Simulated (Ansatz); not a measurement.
## Relaxing random alloy of the fcc Cu-Al line, x = 0.1562 (128 atoms)

Wanted: the relaxed structure of random alloy of the fcc Cu-Al line, x = 0.1562 (128 atoms) and its electronic structure.

Main program and level: Ansatz 0.2.0; Kohn-Sham DFT, PBE, PAW (set soft_2), plane waves.

This is a report of a sequence of runs, with most program output left out.

**1. The starting structure**

The cell holds 128 atoms: 108 Cu and 20 Al. Its edges and angles: a = 12.811 Å, b = 12.811 Å, c = 12.811 Å, α = 109.5°, β = 109.5°, γ = 109.5°. It derives from Cu (fcc Cu-Al) and Al. Fcc Cu-Al: 128 atoms, 20 of 128 Cu sites given to Al at random, cell and internal coordinates interpolated linearly between the end members (Vegard's rule); not relaxed, displaced by a Gaussian of 0.02 Å. Lattice constants are starting values near those of PBE.

Before any run, some limits are plain. The host structure and its lattice constant were typed by rule, without a check against the phase diagram.

**2. Single point at the start**

A single point comes first, to see the forces before anything moves.

The input, input.yaml:

```yaml
crystal:
  lattice:
    - [-7.39636, 7.39636, 7.39636]
    - [7.39636, -7.39636, 7.39636]
    - [7.39636, 7.39636, -7.39636]
  atoms:
    - { symbol: Cu, position: [0.49846, 0.00148, 0.00137] }
    - { symbol: Cu, position: [0.74806, 0.12044, 0.12472] }
    - { symbol: Cu, position: [0.6244, 0.25279, 0.12633] }
    - { symbol: Cu, position: [0.62419, 0.12188, 0.25164] }
    - { symbol: Cu, position: [0.75101, 0.2511, 0.99904] }
    - { symbol: Al, position: [0.99858, 0.37233, 0.12328] }
    - { symbol: Cu, position: [0.8743, 0.49857, 0.12585] }
    - { symbol: Cu, position: [0.8769, 0.37723, 0.25277] }
    - { symbol: Al, position: [0.74891, 0.00105, 0.25029] }
    - { symbol: Al, position: [0.00035, 0.12445, 0.37337] }
    - { symbol: Cu, position: [0.87353, 0.24814, 0.37353] }
    - { symbol: Cu, position: [0.87408, 0.12384, 0.49795] }
    - { symbol: Cu, position: [0.00256, 0.00073, 0.99881] }
    - { symbol: Cu, position: [0.24854, 0.1248, 0.12574] }
    - { symbol: Cu, position: [0.12736, 0.24906, 0.12628] }
    - { symbol: Al, position: [0.1281, 0.12698, 0.2494] }
    - { symbol: Al, position: [0.25124, 0.25057, 0.001] }
    - { symbol: Cu, position: [0.49798, 0.37405, 0.12298] }
    - { symbol: Cu, position: [0.37693, 0.50085, 0.12551] }
    - { symbol: Cu, position: [0.37658, 0.37746, 0.25164] }
    - { symbol: Cu, position: [0.50239, 0.49967, 0.00067] }
    - { symbol: Cu, position: [0.75056, 0.62449, 0.12526] }
    - { symbol: Cu, position: [0.63001, 0.75448, 0.12858] }
    - { symbol: Cu, position: [0.62237, 0.62243, 0.24616] }
    - { symbol: Cu, position: [0.75161, 0.75064, 0.0014] }
    - { symbol: Cu, position: [0.00071, 0.87339, 0.12185] }
    - { symbol: Cu, position: [0.87573, 1.0e-05, 0.12634] }
    - { symbol: Cu, position: [0.87581, 0.87528, 0.24998] }
    - { symbol: Al, position: [0.24925, 0.99936, 0.25043] }
    - { symbol: Cu, position: [0.50169, 0.12704, 0.37568] }
    - { symbol: Cu, position: [0.37474, 0.25111, 0.37687] }
    - { symbol: Cu, position: [0.37568, 0.12424, 0.49971] }
    [... 90 atom lines left out ...]
    - { symbol: Cu, position: [0.62203, 0.00149, 0.87193] }
    - { symbol: Cu, position: [0.6244, 0.8748, 0.00047] }
    - { symbol: Cu, position: [0.00192, 0.75363, 0.7506] }
    - { symbol: Al, position: [0.25183, 0.8747, 0.87865] }
    - { symbol: Cu, position: [0.12712, 0.99878, 0.87359] }
    - { symbol: Al, position: [0.12231, 0.87444, 0.99797] }
kpoints:
  mp_grid: { grid: [2, 2, 2] }
hamiltonian:
  xc: pbe
scf:
  occupations: { method: fermi_dirac, width: 0.1 }
output:
  forces: true
```

Launch:

```console
ansatz run input.yaml --threads 11 --pin off --max-ram 102400MiB --backend cuda --events-out ev --progress --plain --runs-dir out
```

Run time: 8.9 s. Hardware: 1 × NVIDIA H100 80GB HBM3 with 11 threads of AMD EPYC 7R13 (Zen 3), shared host; peak memory 2 GiB.

That memory is the host's; the program planned up to 66.7 GiB on the GPU.

Read from the output:

* free energy: -726278.1341 eV
* free energy per atom: -5674.0479 eV/atom
* SCF cycles: 11
* r.m.s. force component: 0.2818 eV/Å
* longest force: 1.772 eV/Å
* Fermi energy: 14.82 eV

The r.m.s. force component of 0.28 eV/Å sets the starting point.

Length of the force by element:

| element | coordination | atoms | mean length of the force (eV/Å) | spread | least | most |
| --- | --- | --- | --- | --- | --- | --- |
| Al | all | 20 | 0.977 | 0.509 | 0.130 | 1.77 |
| Cu | all | 108 | 0.221 | 0.0941 | 0.0336 | 0.525 |

**3. Cell and atoms relaxed**

The cell is relaxed with the atoms, since the starting lattice needn't suit this functional.

input.yaml, as its differences from that of step 2:

```diff
@@ -15 +15,5 @@
   forces: true
+relax:
+  f_tol: 0.04
+  max_steps: 150
+  cell: {}
```

It took 37 s on 1 × NVIDIA H100 80GB HBM3 with 11 threads; peak memory 2.2 GiB.

That memory is the host's; the program planned up to 68 GiB on the GPU.

The program notes that the band table was not solved further than the SCF left it.

Step by step:

| step | energy less that of the first step (eV) | largest force component (eV/Å) | pressure (GPa) | volume (Å³) |
| --- | --- | --- | --- | --- |
| 1 | 0.0000 | 1.3830 | -2.28 | 1618.51 |
| 2 | -1.5569 | 0.5544 | -0.93 | 1597.83 |
| 3 | -2.0769 | 0.4009 | 0.10 | 1585.75 |
| 4 | -2.1210 | 0.0266 | -0.02 | 1586.65 |
| 5 | -2.1225 | 0.0038 | 0.00 | 1586.45 |
| 6* | -2.1008 | 0.0038 | 0.02 | 1586.45 |

Relaxation steps marked * repeat the geometry before them on a plane-wave basis chosen anew for their cell, so energy and pressure can jump there.

| cell as run | before | after | change |
| --- | --- | --- | --- |
| a (Å) | 12.811 | 12.732 | -0.6 % |
| b (Å) | 12.811 | 12.720 | -0.7 % |
| c (Å) | 12.811 | 12.733 | -0.6 % |
| α (°) | 109.47 | 108.84 | -0.6 % |
| β (°) | 109.47 | 108.85 | -0.6 % |
| γ (°) | 109.47 | 110.75 | +1.2 % |
| volume (Å³/atom) | 12.64 | 12.39 | -2.0 % |

The atoms that moved most (Å, as changes of fractional coordinates times the final cell):

| atom | dx | dy | dz | length |
| --- | --- | --- | --- | --- |
| Al9 | -0.099 | -0.185 | 0.014 | 0.210 |
| Al90 | 0.029 | 0.102 | 0.176 | 0.206 |
| Al111 | -0.093 | -0.096 | 0.133 | 0.188 |
| Al92 | 0.060 | 0.168 | 0.024 | 0.179 |
| Al112 | -0.101 | 0.082 | 0.085 | 0.155 |
| Al126 | -0.107 | 0.037 | -0.100 | 0.151 |
| Al70 | -0.043 | 0.109 | -0.084 | 0.144 |
| Al106 | -0.109 | -0.016 | -0.085 | 0.139 |

The relaxation changed the energy by -16.4 meV/atom, and atoms moved by 0.072 Å r.m.s., 0.21 Å at most.

**4. Local order after relaxation**

Bonds before and after, by the cutoffs listed below:

| pair | bonds before | bonds after | mean before (Å) | mean after (Å) | spread before (Å) | spread after (Å) |
| --- | --- | --- | --- | --- | --- | --- |
| Cu-Cu | 553 | 553 | 2.617 | 2.596 | 0.028 | 0.028 |
| Cu-Al | 190 | 190 | 2.611 | 2.588 | 0.029 | 0.048 |
| Al-Al | 25 | 25 | 2.614 | 2.746 | 0.024 | 0.056 |

Density 7.75 g/cm³, 12.39 Å³ an atom.

g(r), total and by pair (bins of 0.2 Å):

| r (Å) | total | Cu-Cu | Cu-Al | Al-Al |
| --- | --- | --- | --- | --- |
| 2.40 | 0.06 | 0.00 | 0.24 | 0.00 |
| 2.60 | 8.50 | 8.88 | 7.96 | 3.08 |
| 2.80 | 0.20 | 0.00 | 0.08 | 7.43 |
| 3.00 | 0.00 | 0.00 | 0.00 | 0.00 |
| 3.20 | 0.00 | 0.00 | 0.00 | 0.00 |
| 3.40 | 0.01 | 0.00 | 0.05 | 0.00 |
| 3.60 | 1.37 | 1.43 | 1.27 | 0.71 |
| 3.80 | 0.80 | 0.76 | 0.91 | 0.86 |
| 4.00 | 0.01 | 0.00 | 0.02 | 0.20 |
| 4.20 | 0.01 | 0.00 | 0.00 | 0.35 |
| 4.40 | 2.82 | 2.85 | 2.79 | 2.12 |
| 4.60 | 3.00 | 3.01 | 2.96 | 3.00 |
| 4.80 | 0.02 | 0.00 | 0.01 | 0.69 |
| 5.00 | 0.09 | 0.01 | 0.27 | 0.50 |
| 5.20 | 2.00 | 2.17 | 1.64 | 1.17 |
| 5.40 | 0.09 | 0.01 | 0.28 | 0.54 |
| 5.60 | 0.42 | 0.35 | 0.60 | 0.70 |
| 5.80 | 2.76 | 2.96 | 2.33 | 1.69 |
| 6.00 | 0.32 | 0.19 | 0.66 | 0.61 |
| 6.20 | 0.10 | 0.03 | 0.27 | 0.33 |
| 6.40 | 0.86 | 0.94 | 0.72 | 0.38 |
| 6.60 | 0.06 | 0.00 | 0.19 | 0.21 |
| 6.80 | 3.28 | 3.39 | 3.08 | 2.38 |
| 7.00 | 1.69 | 1.59 | 1.98 | 1.37 |
| 7.20 | 0.18 | 0.16 | 0.21 | 0.18 |
| 7.40 | 0.35 | 0.37 | 0.32 | 0.23 |
| 7.60 | 0.49 | 0.43 | 0.62 | 0.76 |
| 7.80 | 2.22 | 2.36 | 1.94 | 1.29 |

Neighbours by pair of elements; one cutoff, the widest of the pairs' first minima of g(r), serves all pairs of this metal:

| pair A-B | cutoff (Å) | bonds | mean length (Å) | spread (Å) | shortest (Å) | B about A | A about B |
| --- | --- | --- | --- | --- | --- | --- | --- |
| Cu-Cu | 3.12 | 553 | 2.60 | 0.028 | 2.53 | 10.2 | 10.2 |
| Cu-Al | 3.12 | 190 | 2.59 | 0.048 | 2.48 | 1.76 | 9.5 |
| Al-Al | 3.12 | 25 | 2.75 | 0.056 | 2.66 | 2.5 | 2.5 |

How many atoms have how many bonded neighbours:

| element | mean | 12 |
| --- | --- | --- |
| Al | 12 | 20 |
| Cu | 12 | 108 |

For some of the pairs, g(r) has its first main peak near 2.59 Å (Cu-Cu), 2.59 Å (Cu-Al) and 2.74 Å (Al-Al). By these cutoffs all Al atoms have 12 and all Cu atoms have 12 bonded neighbours.

**5. Single point at the relaxed geometry**

One more single point at the end of the walk gives the fuller output and checks the residual forces.

The input, input.yaml:

```yaml
crystal:
  lattice:
    - [-7.4084, 7.40713, 7.23621]
    - [7.39932, -7.40518, 7.22519]
    - [7.41073, 7.40751, -7.23426]
  atoms:
    - { symbol: Cu, position: [0.49933, 0.99902, 0.99792] }
    - { symbol: Cu, position: [0.74914, 0.12785, 0.12049] }
    - { symbol: Cu, position: [0.63094, 0.25528, 0.12949] }
    - { symbol: Cu, position: [0.62221, 0.12543, 0.24802] }
    - { symbol: Cu, position: [0.75807, 0.25717, 0.00265] }
    - { symbol: Al, position: [0.00316, 0.37912, 0.1259] }
    - { symbol: Cu, position: [0.87748, 0.50484, 0.12742] }
    - { symbol: Cu, position: [0.87667, 0.37842, 0.25128] }
    - { symbol: Al, position: [0.73741, 0.99537, 0.23111] }
    - { symbol: Al, position: [0.99555, 0.12191, 0.37219] }
    - { symbol: Cu, position: [0.87037, 0.24772, 0.37001] }
    - { symbol: Cu, position: [0.86813, 0.11951, 0.49223] }
    - { symbol: Cu, position: [0.99854, 0.00079, 0.99774] }
    - { symbol: Cu, position: [0.25125, 0.12477, 0.12778] }
    - { symbol: Cu, position: [0.12577, 0.25403, 0.12706] }
    - { symbol: Al, position: [0.12646, 0.13062, 0.24614] }
    - { symbol: Al, position: [0.25227, 0.25937, 0.01131] }
    - { symbol: Cu, position: [0.50292, 0.37768, 0.12926] }
    - { symbol: Cu, position: [0.37771, 0.50337, 0.12929] }
    - { symbol: Cu, position: [0.37899, 0.3797, 0.2565] }
    - { symbol: Cu, position: [0.5003, 0.49884, 0.00063] }
    - { symbol: Cu, position: [0.75085, 0.62719, 0.12608] }
    - { symbol: Cu, position: [0.62371, 0.7483, 0.12331] }
    - { symbol: Cu, position: [0.6259, 0.62303, 0.24979] }
    - { symbol: Cu, position: [0.74966, 0.75143, 0.99963] }
    - { symbol: Cu, position: [0.99998, 0.87726, 0.12715] }
    - { symbol: Cu, position: [0.87403, 0.00051, 0.12154] }
    - { symbol: Cu, position: [0.8727, 0.8743, 0.24899] }
    - { symbol: Al, position: [0.25739, 0.99981, 0.2594] }
    - { symbol: Cu, position: [0.50108, 0.12877, 0.37694] }
    - { symbol: Cu, position: [0.37587, 0.25317, 0.37703] }
    - { symbol: Cu, position: [0.37591, 0.12971, 0.5023] }
    [... 90 atom lines left out ...]
    - { symbol: Cu, position: [0.63116, 0.0027, 0.87542] }
    - { symbol: Cu, position: [0.62208, 0.8718, 0.9925] }
    - { symbol: Cu, position: [0.99867, 0.74769, 0.74888] }
    - { symbol: Al, position: [0.24739, 0.86055, 0.87391] }
    - { symbol: Cu, position: [0.13115, 0.0017, 0.87846] }
    - { symbol: Al, position: [0.11258, 0.86858, 0.99725] }
kpoints:
  mp_grid: { grid: [2, 2, 2] }
hamiltonian:
  xc: pbe
scf:
  occupations: { method: fermi_dirac, width: 0.1 }
output:
  forces: true
  stress: true
  populations: true
  dos:
    method: { smearing: { sigma: 0.08 } }
    de: 0.05
    projected: { site_lists: { Al: [Al], Cu: [Cu] } }
  eigenvalues: true
  write_density: true
  write_potential: true
  volumetric_format: npy
```

Run time: 16 s. Hardware: 1 × NVIDIA H100 80GB HBM3 with 11 threads; peak memory 6.5 GiB.

That memory is the host's; the program planned up to 70.8 GiB on the GPU.

Numbers from this run:

```yaml
free_energy: -726280.2349 eV
free_energy_per_atom: -5674.0643 eV/atom
scf_cycles: 11
pressure: 0.01722 GPa
r_m_s_force_component: 0.00091 eV/Å
longest_force: 0.00417 eV/Å
fermi_energy: 15.22 eV
levels_partly_filled_by_over_2_per_cent: 121
spilling_of_the_projection: 0.007748
```

States in the cell by windows of 1 eV, zero at the Fermi level; the larger projections on atomic orbitals stand beside the total:

| from (eV) | to (eV) | total | Cu d | Cu s | Al p |
| --- | --- | --- | --- | --- | --- |
| -10 | -9 | 7.6 | 0.1 | 4.4 | 1.0 |
| -9 | -8 | 12.9 | 0.4 | 7.3 | 2.2 |
| -8 | -7 | 17.9 | 1.3 | 9.7 | 3.6 |
| -7 | -6 | 26.9 | 4.6 | 12.9 | 5.8 |
| -6 | -5 | 48.9 | 21.2 | 17.0 | 7.6 |
| -5 | -4 | 183.2 | 157.0 | 16.4 | 7.0 |
| -4 | -3 | 350.0 | 332.1 | 5.8 | 7.1 |
| -3 | -2 | 394.8 | 380.0 | 6.0 | 4.7 |
| -2 | -1 | 159.8 | 141.4 | 8.4 | 5.9 |
| -1 | 0 | 44.4 | 17.7 | 11.3 | 8.2 |
| 0 | 1 | 35.5 | 7.6 | 9.9 | 7.9 |
| 1 | 2 | 32.3 | 4.3 | 9.5 | 6.2 |
| 2 | 3 | 32.8 | 3.2 | 10.1 | 5.7 |
| 3 | 4 | 36.4 | 2.6 | 12.9 | 5.3 |
| 4 | 5 | 37.3 | 1.7 | 10.5 | 5.4 |

Between -26 and -10 eV lie 2 more states.

The stored curve holds about 1248 of the 2112 electrons; the rest, give or take the few that broadening carries across the Fermi level, lie in deeper levels below its range.

The levels nearest the highest filled one (over half full), pooled over k-points and spins:

| level less the highest filled one (eV) | occupation |
| --- | --- |
| -0.052 | 1.26 |
| -0.0412 | 1.21 |
| -0.0313 | 1.16 |
| -0.0254 | 1.13 |
| -0.0158 | 1.09 |
| 0 | 1.01 |
| 0.004 | 0.988 |
| 0.0107 | 0.955 |
| 0.0129 | 0.944 |
| 0.0286 | 0.866 |
| 0.0338 | 0.841 |
| 0.0467 | 0.778 |

Electrostatic potential energy in the ac plane at fractional y = 0.001, with atoms of Cu and Al within 0.2 Å of it. With pseudopotentials it is smooth inside the atoms' cores, unlike the true potential.

Ten even steps from '0' (-39 eV) to '9' (18 eV), each cell a mean:
```
038999999999999730037999999999999730
789743479999999976789853589999999976
997200169999999999997300169999999999
996201589989999999996201589999999999
998778887667899999998767986447999999
999999867876899999999999850004999999
999999767767999999999999830037999999
999999877788877789999999976789743589
999999999997677679999999999996100379
999999999986787689999999999995102699
346999999997667886447999999998668986
005999999999999840005999999999999840
037999999999999830037998999999999830
789743589999999976788766789999999976
996200279999999999987787689999999999
995102689888999999986776789999999999
998668987666899999987778887778999999
999999867876899999999999867767999999
999999866767999999999998778767999999
999999987888743589999999766788754689
999999999996100279999999988997200279
999999999995102699999999999995101599
447999999998778986447999999998667986
005999999999999840005999999999999840
```
Columns run along a (12.7 Å; values clipped at the 3rd and 97th percentile), rows up along c (12.7 Å). Atoms in or near the plane, at fractional coordinates: Cu at (0.50, 0.00), Al at (0.74, 0.23), Cu at (0.00, 0.00), Cu at (0.87, 0.12), Al at (0.26, 0.26), Cu at (0.50, 0.50), Cu at (0.75, 0.75), Cu at (0.37, 0.12), Al at (0.62, 0.37), Cu at (0.00, 0.50), Cu at (0.87, 0.62), Al at (0.24, 0.74), Cu at (0.12, 0.37), Al at (0.38, 0.61) and more.

(Continued in part 2 of 2.)

[Logs are printed without paths, hosts, clocks, repeated set-up lines and the standing remarks that a program may print on its own settings, such as how far it seeks lower states.]

[Hosts, paths, dates, database ids (printed as entryN), source tags and the programs' standing remarks are cut or masked in the printed files.]
